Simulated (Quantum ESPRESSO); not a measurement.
# FeO (Wuestite): which magnetic order is lowest

Aim: find out which collinear order of FeO (Wuestite) costs least.

Main program and level: Quantum ESPRESSO 7.5; PBE with U = 4.5 eV on Fe d (ortho-atomic projectors); plane waves with GBRV 1.5 PBE potentials, no spin-orbit coupling.

This is a report of a sequence of runs, with most program output left out.

**1. The starting structure**

It takes space group Fm-3m (No. 225, cubic). Conventional cell: a = 4.300 Å, b = 4.300 Å, c = 4.300 Å, α = 90.00°, β = 90.00°, γ = 90.00°. Nearest to Fe lie 6 O at 2.15 Å. O has 6 Fe at 2.15 Å nearest. Farther neighbours and most contacts between anions are not listed.

Coordinates:

```cif
data_structure
_symmetry_space_group_name_H-M 'Fm-3m'
_symmetry_Int_Tables_number 225
_cell_length_a 4.3000
_cell_length_b 4.3000
_cell_length_c 4.3000
_cell_angle_alpha 90.000
_cell_angle_beta 90.000
_cell_angle_gamma 90.000
_cell_volume 79.51
loop_
_atom_site_label
_atom_site_type_symbol
_atom_site_symmetry_multiplicity
_atom_site_Wyckoff_symbol
_atom_site_fract_x
_atom_site_fract_y
_atom_site_fract_z
_atom_site_occupancy
Fe1 Fe 4 a 0.00000 0.00000 0.00000 1
O1 O 4 b 0.50000 0.00000 0.00000 1
```

The cell comes from the Crystallography Open Database.

**2. Run 1, typed as ferro +**

The signs are those of the starting moments on the seeded atoms, the atoms that are given a moment.

pw.in

```
&CONTROL
  calculation = 'scf'
  prefix = 'pwscf'
  outdir = './tmp'
  pseudo_dir = './pseudo'
  disk_io = 'nowf'
/
&SYSTEM
  ibrav = 0
  celldm(1) = 8
  nat = 2
  ntyp = 2
  ecutwfc = 40
  ecutrho = 280
  nbnd = 20
  occupations = 'smearing'
  smearing = 'fd'
  degauss = 0.00367493
  nspin = 2
  starting_magnetization(1) = 0.25
  starting_magnetization(2) = 0
/
&ELECTRONS
  conv_thr = 4d-09
  electron_maxstep = 150
  mixing_beta = 0.3
/
ATOMIC_SPECIES
Fe     55.8450 fe_pbe_v1.5.uspp.F.UPF
O      15.9990 o_pbe_v1.2.uspp.F.UPF
CELL_PARAMETERS alat
   0.0000000000000    0.5078638959932    0.5078638959932
   0.5078638959932    0.0000000000000    0.5078638959932
   0.5078638959932    0.5078638959932    0.0000000000000
ATOMIC_POSITIONS crystal
Fe      0.0000000000    0.0000000000    0.0000000000
O       0.5000000000    0.5000000000    0.5000000000
K_POINTS automatic
10 10 10 0 0 0
HUBBARD {ortho-atomic}
U Fe-3d 4.5000
```

On the command line:

```
$ OMP_NUM_THREADS=1 mpirun -n 4 pw.x -nk 4 -in pw.in > pw.out
```

Elapsed: 3.5 s, on 4 MPI ranks of AMD EPYC 9R45, shared host; peak memory 0.3 GiB.

Spin moment in the atom's sphere by atom:

```csv
atom,spin moment in the atom's sphere (μB)
Fe1,3.58
O2,0.23
```

Numbers from this step:

| Property | Result |
| --- | --- |
| smearing term TS | 0.009387 eV |
| magnetization | 4.002 μB |
| absolute magnetization | 4.047 μB |
| final state | ferromagnetic |

Spin density in the ac plane of the conventional cell at fractional y = 0.000, with atoms of Fe and O within 0.2 Å of it.

Ten even steps from '_' (0.0 e/Å³) to '@' (7.9 e/Å³), each cell a mean:
```
##--____________________..++
::________________________..
____________________________
____________________________
______________..____________
____________--++::__________
__________::##@@++..________
__________..++##--__________
____________..::____________
____________________________
____________________________
..__________________________
++::______________________--
@@++..__________________::##
```
Columns run along a (4.3 Å), rows up along c (4.3 Å), edges of the conventional cell, whose origin can differ from the input's. Atoms in or near the plane, at fractional coordinates: Fe at (0.00, 0.00), Fe at (0.50, 0.50), O at (0.50, 0.00), O at (0.00, 0.50).

Valence density in the ac plane of the conventional cell at fractional y = 0.000, with atoms of Fe and O within 0.2 Å of it. It is the smooth field of the valence electrons, not physical close to the nuclei.

Ten even steps from '0' (0 e/Å³) to '9' (22 e/Å³), each cell a mean:
```
94000022100017
21000001000001
00000000000000
00000000000000
00000001000000
11000146200001
31000299610012
21000179400002
10000012100000
00000000000000
00000000000000
10000000000000
62000011100014
96100123100029
```
Columns run along a (4.3 Å), rows up along c (4.3 Å), edges of the conventional cell, whose origin can differ from the input's. Atoms in or near the plane, at fractional coordinates: Fe at (0.00, 0.00), Fe at (0.50, 0.50), O at (0.50, 0.00), O at (0.00, 0.50).

**3. Run 2, typed as antiferro q=(0,0,1/2) +−**

This order needs a doubled cell of 4 atoms. The wavevector q is in fractions of the reciprocal vectors of the crystal's primitive cell, as the cells of these inputs are built from it; moments change sign between cells as cos(2π q·R).

pw.in

```
&CONTROL
  calculation = 'scf'
  prefix = 'pwscf'
  outdir = './tmp'
  pseudo_dir = './pseudo'
  disk_io = 'nowf'
/
&SYSTEM
  ibrav = 0
  celldm(1) = 8
  nat = 4
  ntyp = 3
  ecutwfc = 40
  ecutrho = 280
  nbnd = 31
  occupations = 'smearing'
  smearing = 'fd'
  degauss = 0.00367493
  nspin = 2
  starting_magnetization(1) = 0.25
  starting_magnetization(2) = -0.25
  starting_magnetization(3) = 0
/
&ELECTRONS
  conv_thr = 8d-09
  electron_maxstep = 150
  mixing_beta = 0.3
/
ATOMIC_SPECIES
Fe1    55.8450 fe_pbe_v1.5.uspp.F.UPF
Fe2    55.8450 fe_pbe_v1.5.uspp.F.UPF
O      15.9990 o_pbe_v1.2.uspp.F.UPF
CELL_PARAMETERS alat
   0.0000000000000    0.5078638959932    0.5078638959932
   0.5078638959932    0.0000000000000    0.5078638959932
   1.0157277919864    1.0157277919864    0.0000000000000
ATOMIC_POSITIONS crystal
Fe1     0.0000000000    0.0000000000    0.0000000000
Fe2     0.0000000000    0.0000000000    0.5000000000
O       0.5000000000    0.5000000000    0.2500000000
O       0.5000000000    0.5000000000    0.7500000000
K_POINTS automatic
10 10 5 0 0 0
HUBBARD {ortho-atomic}
U Fe1-3d 4.5000
U Fe2-3d 4.5000
```

It took 12 s on 4 MPI ranks; peak memory 0.44 GiB.

Spin moment in the atom's sphere by atom:

```csv
atom,spin moment in the atom's sphere (μB)
Fe1,3.49
Fe2,-3.49
O3,0.00
O4,0.00
```

Read from the output:

| Property | Result |
| --- | --- |
| smearing term TS | 0.02502 eV |
| magnetization | 0 μB |
| absolute magnetization | 7.557 μB |
| final state | antiferromagnetic |

Spin density in the ac plane at fractional y = 0.000, with atoms of Fe within 0.2 Å of it.

Ten even steps from '_' (-8.0 e/Å³) to '@' (8.0 e/Å³), each cell a mean:
```
%%@@##++++++++++++==++++++++++##
**##**++++++++++++====++++++++++
++++++++++++++++++======++++++++
++++++++++++++++++==========++++
++++++++++++++++++============++
++++++++++++++++++==============
====++++++++++++================
======++++++++++================
==========++++++================
============++++============----
..--==========++============::..
__..::==========++==========::__
..__::============++==========::
--::--============++++==========
==================++++++========
==================++++++++++====
==================++++++++++++==
==================++++++++++++++
++++============++++++++++++++++
++++++==========++++++++++++++++
++++++++++======++++++++++++++++
++++++++++++====++++++++++++****
%%**++++++++++==++++++++++++##%%
@@%%##++++++++++==++++++++++##@@
```
Columns run along a (3.0 Å), rows up along c (6.1 Å). Atoms in or near the plane, at fractional coordinates: Fe at (0.00, 0.00), Fe at (0.00, 0.50).

Valence density in the ac plane at fractional y = 0.000, with atoms of Fe within 0.2 Å of it. It is the smooth field of the valence electrons, not physical close to the nuclei.

Ten even steps from '_' (0 e/Å³) to '@' (24 e/Å³), each cell a mean:
```
@@@@%%--____________________::##
==++==::______________________::
__......________________________
________________________________
________________________________
________________________________
________________________________
________________________________
________________________________
--..______________________::--==
%%++::____________________--##@@
##@@++..__________________::##@@
@@@@%%--____________________::##
==++==::______________________::
__......________________________
________________________________
________________________________
________________________________
________________________________
________________________________
________________________________
--..______________________::--==
%%++::____________________--##@@
##@@++..__________________::##@@
```
Columns run along a (3.0 Å), rows up along c (6.1 Å). Atoms in or near the plane, at fractional coordinates: Fe at (0.00, 0.00), Fe at (0.00, 0.50).

**4. Start 3: antiferro q=(0,1/2,1/2) +−**

The cell is doubled to 4 atoms to hold this order.

Edit pw.in of step 3 so:

```diff
@@ -34,11 +34,11 @@
    0.0000000000000    0.5078638959932    0.5078638959932
-   0.5078638959932    0.0000000000000    0.5078638959932
-   1.0157277919864    1.0157277919864    0.0000000000000
+   1.0157277919864    0.0000000000000    1.0157277919864
+   1.0157277919864    0.5078638959932    0.5078638959932
 ATOMIC_POSITIONS crystal
 Fe1     0.0000000000    0.0000000000    0.0000000000
-Fe2     0.0000000000    0.0000000000    0.5000000000
-O       0.5000000000    0.5000000000    0.2500000000
-O       0.5000000000    0.5000000000    0.7500000000
+Fe2     0.0000000000    0.5000000000    0.0000000000
+O       0.5000000000    0.0000000000    0.5000000000
+O       0.5000000000    0.5000000000    0.5000000000
 K_POINTS automatic
-10 10 5 0 0 0
+10 5 10 0 0 0
 HUBBARD {ortho-atomic}
```

It took 27 s on 4 MPI ranks; peak memory 0.49 GiB; 1.8 min of CPU time.

Spin moment in the atom's sphere by atom:

```csv
atom,spin moment in the atom's sphere (μB)
Fe1,3.54
Fe2,-3.54
O3,-0.08
O4,0.08
```

This step gave:

* smearing term TS: 0.05036 eV
* magnetization: 0 μB
* absolute magnetization: 7.75 μB
* final state: antiferromagnetic

**5. Run 4, typed as no spin polarisation**

pw.in

```
&CONTROL
  calculation = 'scf'
  prefix = 'pwscf'
  outdir = './tmp'
  pseudo_dir = './pseudo'
  disk_io = 'nowf'
/
&SYSTEM
  ibrav = 0
  celldm(1) = 8
  nat = 2
  ntyp = 2
  ecutwfc = 40
  ecutrho = 280
  nbnd = 18
  occupations = 'smearing'
  smearing = 'fd'
  degauss = 0.00367493
/
&ELECTRONS
  conv_thr = 4d-09
  electron_maxstep = 150
  mixing_beta = 0.3
/
ATOMIC_SPECIES
Fe     55.8450 fe_pbe_v1.5.uspp.F.UPF
O      15.9990 o_pbe_v1.2.uspp.F.UPF
CELL_PARAMETERS alat
   0.0000000000000    0.5078638959932    0.5078638959932
   0.5078638959932    0.0000000000000    0.5078638959932
   0.5078638959932    0.5078638959932    0.0000000000000
ATOMIC_POSITIONS crystal
Fe      0.0000000000    0.0000000000    0.0000000000
O       0.5000000000    0.5000000000    0.5000000000
K_POINTS automatic
10 10 10 0 0 0
HUBBARD {ortho-atomic}
U Fe-3d 4.5000
```

The job ended after 2.2 s (4 MPI ranks; peak memory 0.28 GiB; 8.2 s of CPU time).

Numbers from this step:

```
smearing term TS : 2.06e-11 eV
final state      : non-magnetic (no spin polarisation)
```

**6. A faulty input**

As a test, an input with a fault in it is run.

pw.in

```
&CONTROL
  calculation = 'scf'
  prefix = 'pwscf'
  outdir = './tmp'
  pseudo_dir = './pseudo'
  disk_io = 'nowf'
/
&SYSTEM
  ibrav = 0
  nat = 2
  ntyp = 2
  encut = 500
  ecutwfc = 40
  ecutrho = 280
  nbnd = 20
  occupations = 'smearing'
  smearing = 'fd'
  degauss = 0.00367493
  nspin = 2
  starting_magnetization(1) = 0.25
  starting_magnetization(2) = 0
/
&ELECTRONS
  conv_thr = 4d-09
  electron_maxstep = 60
  mixing_beta = 0.3
/
ATOMIC_SPECIES
Fe     55.8450 fe_pbe_v1.5.uspp.F.UPF
O      15.9990 o_pbe_v1.2.uspp.F.UPF
CELL_PARAMETERS angstrom
   0.0000000000    2.1500000000    2.1500000000
   2.1500000000    0.0000000000    2.1500000000
   2.1500000000    2.1500000000    0.0000000000
ATOMIC_POSITIONS crystal
Fe      0.0000000000    0.0000000000    0.0000000000
O       0.5000000000    0.5000000000    0.5000000000
K_POINTS automatic
10 10 10 0 0 0
HUBBARD {ortho-atomic}
U Fe-3d 4.5000
```

The job ended after 0.63 s (4 MPI ranks; peak memory 0.06 GiB).

The program refused the input before any cycle.

The program's message: “read_namelists (1): bad line in namelist &system: " encut = 500" (error could be in the previous line)”

The fault put into the input: a keyword of another program.

**7. The states side by side**

An order is kept where moments of 0.15 μB or more survive with the typed signs; meshes match where a doubled cell samples the same k points as the first cell.

Orders:

```csv
start,final state,typed order kept,energy over the lowest (meV a seeded atom),largest site moment (μB),net moment (μB a cell of the first run),mesh matched,CPU time (s)
ferro +,ferromagnetic,yes,57.12,3.584,4.002,yes,13.04
"antiferro q=(0,0,1/2) +-",antiferromagnetic,yes,0,3.49,0,yes,46.81
"antiferro q=(0,1/2,1/2) +-",antiferromagnetic,yes,340.4,3.54,0,yes,107.7
no spin polarisation,non-magnetic,-,1136,0,0,yes,8.16
```

**8. Fillings of the first corrected shells**

```csv
start,type,spin,occupation numbers
ferro +,Fe,up,0.989 0.989 0.989 0.994 0.994
ferro +,Fe,down,0.093 0.093 0.330 0.330 0.330
"antiferro q=(0,0,1/2) +-",Fe1,up,0.986 0.986 0.989 0.990 0.990
"antiferro q=(0,0,1/2) +-",Fe1,down,0.042 0.096 0.096 0.490 0.490
"antiferro q=(0,0,1/2) +-",Fe2,up,0.042 0.096 0.096 0.490 0.490
"antiferro q=(0,0,1/2) +-",Fe2,down,0.986 0.986 0.989 0.990 0.990
"antiferro q=(0,1/2,1/2) +-",Fe1,up,0.987 0.987 0.989 0.992 0.992
"antiferro q=(0,1/2,1/2) +-",Fe1,down,0.086 0.089 0.316 0.351 0.351
"antiferro q=(0,1/2,1/2) +-",Fe2,up,0.086 0.089 0.316 0.351 0.351
"antiferro q=(0,1/2,1/2) +-",Fe2,down,0.987 0.987 0.989 0.992 0.992
```

**9. Outcome**

| Quantity | Value |
| --- | --- |
| moments, largest by run | 3.58, 3.49, 3.54, 0 μB |
| spread of the energies of the runs with moments | 340 meV a seeded atom |

Under a U these runs seem to end in unlike orbital states: the fillings of their corrected shells differ, or their energies lie too far apart for exchange alone. The differences are then no exchange energies, and the ranking says little of the magnetic order. Seeding all runs from one set of occupation matrices is the usual remedy. The smearing term is large for its width, so states at the Fermi level are partly filled: at this level the cell is a metal or has a gap of a few widths at most. Degenerate orbitals of a corrected shell are partly filled. Whether a state of lower symmetry lies under this one was not tested; under a U it often does.

[Logs and program files are shortened in this print: banners, set-up blocks, solver, clock and traceback lines can be left out without a mark of their own.]

[Logs are printed without paths, hosts, clocks, repeated set-up lines and the standing remarks that a program may print on its own settings, such as how far it seeks lower states.]

[Hosts, paths, dates, database ids (printed as entryN), source tags and the programs' standing remarks are cut or masked in the printed files.]

[Where a cell is said to come from a database of computed structures, the database is the Materials Project.]
